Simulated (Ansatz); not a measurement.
# Sc (P6_3/mmc, 2 atoms in the cell): modes against uniaxial strain along c, part 2 of 2

Wanted: the shifts of the zone-centre modes of Sc (P6_3/mmc, 2 atoms in the cell) with strain.

Ansatz 0.2.0; DFT PBEsol, scalar-relativistic, plane waves, PAW; PAW set soft_1.

So far. Step 3 (Tight relaxation): The forces vanish by symmetry and the pressure is -0.002 GPa, within the tolerances set. The cell now holds 23.63 Å³/atom.

### 4. Zone-centre response at rest

Phonons follow from the second derivative of the energy, found here by linear response.

The modes at rest are the reference of the series.

input.yaml

```yaml
crystal:
  lattice:
    - [3.2776799781, 0.0, 0.0]
    - [-1.638839989, 2.8385541265, 0.0]
    - [0.0, 0.0, 5.080351353]
  atoms:
    - { symbol: Sc, position: [0.3333333333, 0.6666666667, 0.25] }
    - { symbol: Sc, position: [0.6666666667, 0.3333333333, 0.75] }
kpoints:
  mp_grid: { grid: [15, 15, 8] }
hamiltonian:
  xc: pbesol
  pseudopotentials: { kind: paw, azcp: { folder: soft_1 }, xc_functional: pbe }
scf:
  occupations: { method: methfessel_paxton, width: 0.2 }
output:
  eigenvalues: true
phonons:
  method: dfpt
```

Command:

```bash
ansatz run input.yaml --threads 4 --pin off --max-ram 10240MiB --backend cpu --events-out ev --progress --plain --runs-dir out
```

Numbers of over 12 decimals in the logs are rounded to 6 here.

Log:

```text
zone centre: on kpoints.mp_grid the ground state, and the responses unless they are solved on pairs of k-points, stand on 320 of the mesh's 1800 k-points, reduced under 4 symmetry operations, with k and −k counted as one. Each operation leaves every solved displacement unchanged or reverses it
[...]
Crystal: 2 atoms, lattice volume = 47.267 Å³
Basis set: ecut = 420 eV, 953 PW (Γ), exchange–correlation on 48×48×72 points (8 copies of the dense FFT grid, shifted against one another)
Bands: 15, of which v1, the nominal top of the filled ones, is band 11 counted from 1 (10 counted from 0)
Symmetry: 24 space group operations
k-points: 320 of 1800 (irreducible under 4 space group operations, time reversal used)
[...]
SCF iter   1: F=—  HF=-4222.887241 eV  |F-HF|=—  |Δ(HF+E_count)|=         —  Δρ=2.58e-2  dr2=4.02e-1  ethr=3.10e-3  ⟨swp⟩=3.1  Hψ=17479  notcnv=0
[...]
SCF iter   8: F=-4222.743206 eV  HF=-4222.743206 eV  |F-HF|=5.46e-12  |Δ(HF+E_count)|=  2.18e-11  S|Δr|=    0.00e0  Δρ=1.18e-7  dr2=6.14e-12  ethr=1.00e-12  ⟨swp⟩=3.1  Hψ=18595  notcnv=0
SCF 1 converged in 8 iterations: F = -4222.743206 eV  dr2 = 6.14e-12
[...]
DFPT response loops at Γ: preconditioner auto → Kerker (q_TF=auto, 2.402 Å⁻¹) (partly filled bands, converged f_vac=0.000); β = 1.00, the filter's whole step (`scf.mixing.beta` (0.50) is not read by the response loops under this deck's `scf.mixing.preconditioner`; to damp them name `kerker` or `kerker_dos`, under which they read `scf.mixing.beta`, and type it under 1.00, their step now; both keys bind the ground state too); Broyden in place of MSR1
SCF converged after 8 iterations
[...]
Free energy (F): -4222.743206 eV
[...]
Internal energy: -4222.739170 eV  (E = F + TS)
E sigma→0 (E₀):  -4222.742197 eV
Entropy (-TS):   -0.004036 eV (-2.018 meV/atom)
Fermi energy:    9.494632 eV
[...]
--- Band table (eV; the first three rows and the last of 320) ---
  k-point 0: bands = [... 7 lower, -18.0449, 4.2933, 7.8057, 10.2492, 11.1316, 11.1316, 11.4419, 11.6178]
  k-point 1: bands = [... 7 lower, -18.0653, 4.4042, 7.6716, 10.1829, 11.0697, 11.0697, 11.3658, 11.5450]
  k-point 2: bands = [... 7 lower, -18.0927, 4.7288, 7.2527, 10.1311, 10.9841, 10.9841, 11.1523, 11.3722]
  k-point 319: bands = [... 7 lower, -18.1403, 8.0951, 8.0951, 9.6505, 9.6505, 10.2798, 10.2798, 11.8182]
--- Phonons (Γ-DFPT): 2 representative perturbations + reference, on 320 of 1800 k-points (Σ response iterations 6) ---
  k mesh reduced under 4 symmetry operations, with k and −k counted as one. Each operation leaves every solved displacement unchanged or reverses it
  ASR residual: 6.904e-5 → 0.000e0 eV/Å²; symmetrization residual: 2.258e-10 eV/Å²
  ASR residual per site (eV/Å²): 6.90e-5 6.90e-5
  Γ frequencies (cm⁻¹): 0.00 0.00 0.00 135.08 135.08 235.43
  non-analytic LO–TO correction: not included (Born effective charges unavailable; polar crystals: no LO–TO splitting at Γ)
```

It took 43 s on 4 threads of Intel Xeon at 2.50GHz (Skylake/Cascade Lake), shared host; peak memory 1 GiB.

This step gave:

| Item | Value |
| --- | --- |
| sum-rule residual before enforcement | 6.90e-5 eV/Å² |
| point group | 6/mmm |
| highest optical mode at the zone centre (no LO-TO term) | 235.4 cm⁻¹ |
| lowest optical zone-centre mode | 135.1 cm⁻¹ |

Patterns of degenerate modes are one choice out of their space. Modes at Γ:

```csv
mode,frequency (cm⁻¹),symmetry
1,0.0,acoustic
2,0.0,acoustic
3,0.0,acoustic
4,135.1,E2g
5,135.1,E2g
6,235.4,B1g
```

Displacements in mode 5 (135.1 cm⁻¹), the largest set to 1:
```
Sc1  0.00  1.00  0.00
Sc2  0.00 -1.00  0.00
```

Displacements in mode 6 (235.4 cm⁻¹), the largest set to 1:
```
Sc1  0.00  0.00  1.00
Sc2  0.00  0.00 -1.00
```

Before it was imposed, the acoustic sum rule was missed by 6.9e-5 eV/Å². Small misses are needed for a sound result but don't prove that mesh and cutoff are converged. The lowest optical mode is real, 135 cm⁻¹.

### 5. A member of the series: uniaxial strain of +4 % along c

The cell takes a uniaxial strain of +4 % along c. The strained length and the angles are held, while the rest of the cell and the atoms relax.

input.yaml, the sections that differ from step 4:

```yaml
crystal:
  lattice:
    - [3.2580151292, 0.0, 0.0]
    - [-1.6290075646, 2.8215238678, 0.0]
    - [0.0, 0.0, 5.2835654071]
  atoms:
    - { symbol: Sc, position: [0.3333335481, 0.6666664519, 0.25] }
    - { symbol: Sc, position: [0.6666664519, 0.3333335481, 0.75] }
output:
  forces: true
  stress: true
  eigenvalues: true
relax:
  adjacent_minimum: "off"
  f_tol: 0.001
  max_steps: 60
  cell: { stress_tol: 0.01, fix: [c, angles] }
# kpoints, hamiltonian, scf: as in step 4
# phonons: removed
```

Log:

```text
[...]
k-point 319: bands = [... 7 lower, -18.5152, 7.7094, 7.7094, 9.2687, 9.2687, 10.5183, 10.5183, 11.7451]
--- Relaxed structure (3 steps of the walk, 3 accepted, 1 SCFs on fresh bases) ---
[...]
cell:  # Å, volume = 48.3720 Å³
    - [3.251383, -9.211369326923113e-19, 0]
    - [-1.625691, 2.815780, 0]
    - [0, 0, 5.2835654071]
  atoms:
    - { symbol: Sc, position: [0.333333, 0.666667, 0.25] }
    - { symbol: Sc, position: [0.666667, 0.333333, 0.750000] }
[key lines of the parts left out:]
SCF converged after 4 iterations
Free energy (F): -4222.722451 eV
Fermi energy:    9.239415 eV
P = ⅓ Tr σ = -1.1387 GPa (-11.387 kbar)
```

Elapsed: 25 s, on 4 threads; peak memory 0.56 GiB.

Step by step:

```csv
step,energy less that of the first step (eV),largest force component (eV/Å),pressure (GPa),volume (Å³)
1,0.0000,0.0000,-1.36,48.57
2,-0.0002,0.0000,-1.10,48.34
3,-0.0002,0.0000,-1.14,48.37
4*,-0.0002,0.0000,-1.14,48.37
```

Relaxation steps marked * repeat the geometry before them on a plane-wave basis chosen anew for their cell, so energy and pressure can jump there.

```csv
"conventional cell, symmetrised",before,after,change
a (Å),3.258,3.251,-0.2 %
b (Å),3.258,3.251,-0.2 %
c (Å),5.284,5.284,-0.0 %
volume (Å³/atom),24.28,24.19,-0.4 %
```

Final coordinates:

```
Sc
1.0
     3.25138    0.00000    0.00000
    -1.62569    2.81578    0.00000
     0.00000    0.00000    5.28357
Sc
2
Direct
  0.33333 0.66667 0.25000
  0.66667 0.33333 0.75000
```

Numbers from this step:

| Property | Result |
| --- | --- |
| pressure | -1.139 GPa |
| volume per atom | 24.19 Å³ |

The forces vanish by symmetry.

The cell shrank by 0.4 % in volume.

### 6. Zone-centre modes of the member: uniaxial strain of +4 % along c

The zone-centre modes follow for uniaxial strain of +4 % along c.

input.yaml, the sections that differ from step 5:

```yaml
crystal:
  lattice:
    - [3.2513826555, 0.0, 0.0]
    - [-1.6256913277, 2.8157799771, 0.0]
    - [0.0, 0.0, 5.2835654071]
  atoms:
    - { symbol: Sc, position: [0.3333333362, 0.6666666638, 0.25] }
    - { symbol: Sc, position: [0.6666666638, 0.3333333362, 0.75] }
output:
  eigenvalues: true
phonons:
  method: dfpt
# kpoints, hamiltonian, scf: as in step 5
# relax: removed
```

Log:

```text
[...]
Crystal: 2 atoms, lattice volume = 48.372 Å³
Basis set: ecut = 420 eV, 965 PW (Γ), exchange–correlation on 48×48×72 points (8 copies of the dense FFT grid, shifted against one another)
Bands: 15, of which v1, the nominal top of the filled ones, is band 11 counted from 1 (10 counted from 0)
Symmetry: 24 space group operations
k-points: 320 of 1800 (irreducible under 4 space group operations, time reversal used)
[...]
SCF iter   1: F=—  HF=-4222.873192 eV  |F-HF|=—  |Δ(HF+E_count)|=         —  Δρ=2.60e-2  dr2=4.26e-1  ethr=3.10e-3  ⟨swp⟩=3.1  Hψ=17455  notcnv=0
[...]
SCF iter   9: F=-4222.722451 eV  HF=-4222.722451 eV  |F-HF|=0.00e0  |Δ(HF+E_count)|=  1.82e-12  S|Δr|=    0.00e0  Δρ=3.51e-8  dr2=7.68e-13  ethr=1.00e-12  ⟨swp⟩=4.1  Hψ=17130  notcnv=0
SCF 1 converged in 9 iterations: F = -4222.722451 eV  dr2 = 7.68e-13
[...]
SCF converged after 9 iterations
[...]
Free energy (F): -4222.722451 eV
[...]
Internal energy: -4222.716142 eV  (E = F + TS)
E sigma→0 (E₀):  -4222.720874 eV
Entropy (-TS):   -0.006309 eV (-3.155 meV/atom)
Fermi energy:    9.239415 eV
[...]
--- Band table (eV; the first three rows and the last of 320) ---
  k-point 0: bands = [... 7 lower, -18.4049, 4.0662, 7.4887, 9.5919, 10.8799, 10.8861, 10.8861, 11.2864]
  k-point 1: bands = [... 7 lower, -18.4146, 4.1676, 7.3252, 9.5844, 10.8134, 10.8511, 10.8511, 11.2347]
  k-point 2: bands = [... 7 lower, -18.4208, 4.4648, 6.8640, 9.6339, 10.6272, 10.7985, 10.7985, 11.1080]
  k-point 319: bands = [... 7 lower, -18.4895, 7.8389, 7.8389, 9.3886, 9.3886, 10.0029, 10.0029, 11.5193]
[...]
ASR residual: 6.893e-6 → 0.000e0 eV/Å²; symmetrization residual: 1.785e-10 eV/Å²
  ASR residual per site (eV/Å²): 6.89e-6 6.89e-6
  Γ frequencies (cm⁻¹): 0.00 0.00 0.00 123.31 123.31 201.95
[...]
```

The job ended after 33 s (4 threads; peak memory 1 GiB; 1.9 min of CPU time).

Numbers from this step:

```
sum-rule residual before enforcement                    : 6.89e-6 eV/Å²
highest optical mode at the zone centre (no LO-TO term) : 201.9 cm⁻¹
lowest optical zone-centre mode                         : 123.3 cm⁻¹
```

Patterns of degenerate modes are one choice out of their space. Modes at Γ:

```csv
mode,frequency (cm⁻¹),symmetry
1,0.0,acoustic
2,0.0,acoustic
3,0.0,acoustic
4,123.3,E2g
5,123.3,E2g
6,201.9,B1g
```

The lowest optical mode is real, 123 cm⁻¹, and the highest lies at 201.9 cm⁻¹.

Between step 4 and this run (strain 4 %) the value for the highest optical mode at the zone centre (no LO-TO term) moves from 235 cm⁻¹ to 202 cm⁻¹ (-14 %).

### 7. A member of the series: uniaxial strain of -4 % along c

The cell takes a uniaxial strain of -4 % along c. The strained length and the angles are held, while the rest of the cell and the atoms relax.

input.yaml, the sections that differ from step 6:

```yaml
crystal:
  lattice:
    - [3.2980066817, 0.0, 0.0]
    - [-1.6490033409, 2.8561575682, 0.0]
    - [0.0, 0.0, 4.877137299]
  atoms:
    - { symbol: Sc, position: [0.3333334426, 0.6666665574, 0.25] }
    - { symbol: Sc, position: [0.6666665574, 0.3333334426, 0.75] }
output:
  forces: true
  stress: true
  eigenvalues: true
relax:
  adjacent_minimum: "off"
  f_tol: 0.001
  max_steps: 60
  cell: { stress_tol: 0.01, fix: [c, angles] }
# kpoints, hamiltonian, scf: as in step 6
# phonons: removed
```

Log:

```text
[...]
Crystal: 2 atoms, lattice volume = 45.941 Å³
Basis set: ecut = 420 eV, 917 PW (Γ), exchange–correlation on 48×48×72 points (8 copies of the dense FFT grid, shifted against one another)
Bands: 15, of which v1, the nominal top of the filled ones, is band 11 counted from 1 (10 counted from 0)
Symmetry: 8 space group operations
k-points: 320 of 1800
[...]
k-point 319: bands = [... 7 lower, -17.8019, 8.2034, 8.2034, 9.9146, 9.9146, 11.1986, 11.1986, 12.1494]
--- Relaxed structure (3 steps of the walk, 3 accepted, 1 SCFs on fresh bases) ---
[...]
cell:  # Å, volume = 46.1407 Å³
    - [3.305175, 2.893021402047929e-11, 0]
    - [-1.652587, 2.862365, 0]
    - [0, 0, 4.877137299]
  atoms:
    - { symbol: Sc, position: [0.333333, 0.666667, 0.25] }
    - { symbol: Sc, position: [0.666667, 0.333333, 0.75] }
[key lines of the parts left out:]
SCF converged after 5 iterations
Free energy (F): -4222.719579 eV
Fermi energy:    9.760977 eV
P = ⅓ Tr σ = 1.3446 GPa (13.446 kbar)
```

Run time: 23 s. Hardware: 4 threads; peak memory 0.55 GiB; 84 s of CPU time.

Relaxation path:

```csv
step,energy less that of the first step (eV),largest force component (eV/Å),pressure (GPa),volume (Å³)
1,0.0000,0.0000,1.62,45.94
2,-0.0002,0.0000,1.25,46.21
3,-0.0002,0.0000,1.34,46.14
4*,-0.0002,0.0000,1.34,46.14
```

Relaxation steps marked * repeat the geometry before them on a plane-wave basis chosen anew for their cell, so energy and pressure can jump there.

```csv
"conventional cell, symmetrised",before,after,change
a (Å),3.298,3.305,+0.2 %
b (Å),3.298,3.305,+0.2 %
c (Å),4.877,4.877,+0.0 %
volume (Å³/atom),22.97,23.07,+0.4 %
```

Final coordinates:

```
Sc
1.0
     3.30517    0.00000    0.00000
    -1.65259    2.86237    0.00000
     0.00000    0.00000    4.87714
Sc
2
Direct
  0.33333 0.66667 0.25000
  0.66667 0.33333 0.75000
```

Numbers from this step:

* pressure: 1.345 GPa
* volume per atom: 23.07 Å³

The largest force component left is 0.0028 meV/Å.

### 8. Modes of this member: uniaxial strain of -4 % along c

The zone-centre modes follow for uniaxial strain of -4 % along c.

input.yaml, the sections that differ from step 7:

```yaml
crystal:
  lattice:
    - [3.3051748912, 0.0, 0.0]
    - [-1.6525874456, 2.8623654197, 0.0]
    - [0.0, 0.0, 4.877137299]
  atoms:
    - { symbol: Sc, position: [0.3333334906, 0.6666665094, 0.25] }
    - { symbol: Sc, position: [0.6666665094, 0.3333334906, 0.75] }
output:
  eigenvalues: true
phonons:
  method: dfpt
# kpoints, hamiltonian, scf: as in step 7
# relax: removed
```

Log:

```text
[...]
Crystal: 2 atoms, lattice volume = 46.141 Å³
Basis set: ecut = 420 eV, 917 PW (Γ), exchange–correlation on 48×48×72 points (8 copies of the dense FFT grid, shifted against one another)
Bands: 15, of which v1, the nominal top of the filled ones, is band 11 counted from 1 (10 counted from 0)
Symmetry: 24 space group operations
[...]
k-point 1: bands = [... 7 lower, -17.6938, 4.6635, 8.0058, 10.8648, 11.2706, 11.2706, 11.8571, 11.8571]
  k-point 2: bands = [... 7 lower, -17.7502, 5.0185, 7.6495, 10.6850, 11.1453, 11.1453, 11.6267, 11.6267]
  k-point 319: bands = [... 7 lower, -17.7720, 8.3803, 8.3803, 9.9254, 9.9254, 10.5828, 10.5828, 12.1170]
[...]
ASR residual: 8.220e-5 → 0.000e0 eV/Å²; symmetrization residual: 3.495e-13 eV/Å²
  ASR residual per site (eV/Å²): 8.22e-5 8.22e-5
  Γ frequencies (cm⁻¹): 0.00 0.00 0.00 146.62 146.62 267.47
[...]
[key lines of the parts left out:]
SCF converged after 8 iterations
Free energy (F): -4222.719579 eV
Fermi energy:    9.760978 eV
```

Wall time 33 s (4 threads); peak memory 1 GiB.

Numbers from this step:

```
sum-rule residual before enforcement                    : 8.22e-5 eV/Å²
highest optical mode at the zone centre (no LO-TO term) : 267.5 cm⁻¹
lowest optical zone-centre mode                         : 146.6 cm⁻¹
```

Patterns of degenerate modes are one choice out of their space. Modes at Γ:

```csv
mode,frequency (cm⁻¹),symmetry
1,0.0,acoustic
2,0.0,acoustic
3,0.0,acoustic
4,146.6,E2g
5,146.6,E2g
6,267.5,B1g
```

Displacements in mode 4 (146.6 cm⁻¹), the largest set to 1:
```
Sc1  0.00  1.00  0.00
Sc2  0.00 -1.00  0.00
```

Displacements in mode 6 (267.5 cm⁻¹), the largest set to 1:
```
Sc1  0.00  0.00  1.00
Sc2  0.00  0.00 -1.00
```

The lowest optical mode is real, 147 cm⁻¹, and the highest lies at 267.5 cm⁻¹.

For the highest optical mode at the zone centre (no LO-TO term), step 4 gave 235 cm⁻¹; this run, with strain -4 %, gives 267 cm⁻¹ (+14 %).

### 9. All members side by side

The members are set side by side, also those not shown above.

Stress is positive in compression; energies are extrapolated to zero smearing, and E0 is that at rest; the edges not held and the atoms are relaxed in each cell; all runs use 15×15×8 k points and Methfessel-Paxton smearing of 0.2 eV. State of the crystal along the series:

```csv
strain (%),stress along the axis (GPa),free strain along a (%),free strain along b (%),E - E0 (meV/atom)
-4,4.035,0.8388,0.8388,11.65
-3,2.989,0.6202,0.6202,6.432
-2,1.963,0.4083,0.4083,2.781
-1,0.9622,0.2021,0.2021,0.6525
0,-0.005659,0,0,0
1,-0.9318,-0.1998,-0.1998,0.7584
2,-1.811,-0.3995,-0.3995,2.842
3,-2.64,-0.6,-0.6,6.168
4,-3.416,-0.8023,-0.8023,10.66
```

Optical modes are counted from below at rest and tracked from member to member by their patterns, and modes that stay within 0.3 cm⁻¹ of each other stand once; labels, where given, are those at rest; the edges not held and the atoms are relaxed in each cell; all runs use 15×15×8 k points and Methfessel-Paxton smearing of 0.2 eV. Optical modes along the series:

```csv
strain (%),optical mode 1 E2g (cm⁻¹),optical mode 2 B1g (cm⁻¹)
-4,146.6,267.5
-3,143.8,259.7
-2,140.9,251.7
-1,138,243.6
0,135.1,235.4
1,132.1,227.1
2,129.2,218.8
3,126.2,210.4
4,123.3,201.9
```

Value and slope at zero strain of a cubic (a lower polynomial where under five rows exist) through the rows within 2 % of rest. Slopes at rest:

```csv
mode,frequency (cm⁻¹),shift per percent of strain (cm⁻¹),shift per GPa of compressive stress (cm⁻¹)
optical mode 1 E2g,135.1,-2.94,3.1
optical mode 2 B1g,235.4,-8.24,8.69
```

### 10. Summary of results

| Quantity | Value |
| --- | --- |
| members | 9 |
| highest optical mode at the zone centre (no LO-TO term), at rest | 235.4 cm⁻¹ |
| Young’s modulus along c | 94.8 GPa |
| optical mode 1 E2g, shift per percent | -2.94 cm⁻¹ |
| optical mode 2 B1g, shift per percent | -8.24 cm⁻¹ |

**Reading.** The stress changes by 0.95 GPa for each percent, a Young’s modulus of 95 GPa along c. For each percent the free edge responds with -0.20 %. The fastest shift in the table of slopes is -8.2 cm⁻¹ for each percent (optical mode 2 B1g), or 8.7 cm⁻¹ for each GPa of compressive stress. For small strain, the measured shift of a line that Raman or infrared light can see, divided by its slope, estimates the stress, if the state of stress is of this kind. These are harmonic frequencies at zero temperature: anharmonic shifts, linewidths and thermal expansion are left out. With no gap, or one that is small against the smearing, the frequencies hang on the k mesh and the smearing, most of all near Kohn anomalies. The PAW files were made for PBE; the program adapts parts of them to the functional of the run, but their partial waves stay those of PBE, an approximation that was not tested in this session. Only the zone centre was solved, so an instability at another wavevector cannot show here.

[Logs are printed without paths, hosts, clocks, repeated set-up lines and the standing remarks that a program may print on its own settings, such as how far it seeks lower states.]

[Hosts, paths, dates, database ids (printed as entryN), source tags and the programs' standing remarks are cut or masked in the printed files.]
